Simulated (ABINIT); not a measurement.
# Calculated records

```
Quasiparticle gap of KZnF3 (Pm-3m) in ABINIT
1.0
     4.05000    0.00000    0.00000
     0.00000    4.05000    0.00000
     0.00000    0.00000    4.05000
K Zn F
1 1 3
Direct
  0.00000 0.00000 0.00000
  0.50000 0.50000 0.50000
  0.50000 0.50000 0.00000
  0.00000 0.50000 0.50000
  0.50000 0.00000 0.50000
# method: RPA screening on LDA, plane waves, norm-conserving pseudopotentials (and 2 further levels or steps)
# program: ABINIT 10.8.3
# settings: cutoff 36 Ha, PseudoDojo scalar-relativistic 0.4.1 standard, norm-conserving, ngkpt (2, 2, 2), nband 52, ecuteps 3.2 Ha, inclvkb 2, shiftk (0, 0, 0), symchi 1, awtr 1, frequency ppm, 2×2×2 k-mesh
# cost: 5 runs, 99 s in all on 4 MPI ranks of Arm Neoverse V2, shared host
# notes: The cell and positions come from the Crystallography Open Database and are kept as given unless a step says otherwise. Limits: d shell near the gap, gap tends to lie low. The 2×2×2 mesh is coarse for this cell, which bears on the long-range parts of exchange and screening.
# LDA gap: 3.74 eV, indirect
# G0W0 gap on the mesh: 8.35 eV
# GW settings: 2×2×2 mesh, 52 bands, screening to 87.1 eV, Godby-Needs plasmon pole
# known limits: short of the basis limit; d shell near the gap, gap tends to lie low; coarse k mesh
```

[Long decimals in the printed logs are rounded to 6 places.]

[Logs are printed without paths, hosts, clocks, repeated set-up lines and the standing remarks that a program may print on its own settings, such as how far it seeks lower states.]

[Paths, hosts, dates, memory and timing lines, banners, echoed tables and standing remarks are left out of the program output; an Ansatz launch command may be rebuilt from the run's recorded settings. Measured values are a selection of at most five: reports struck by readers or far from the other reports are left out. None is set beside runs whose start may be inverted or whose files or cutoffs have a known fault.]

[Runs of the session that timed out or met a known fault of the program may be left out.]

[Hosts, paths, dates, database ids (printed as entryN), source tags and the programs' standing remarks are cut or masked in the printed files.]

[G0W0 gaps are taken among the corrected bands and points alone; a level outside them can change the order at an edge.]

[Where Ansatz stands beside ABINIT at settings called matched, ABINIT's density can come from a denser mesh and the files from another edition; pairs whose starting gaps differed by over 0.03 eV were left out, so agreement reads better than it is.]
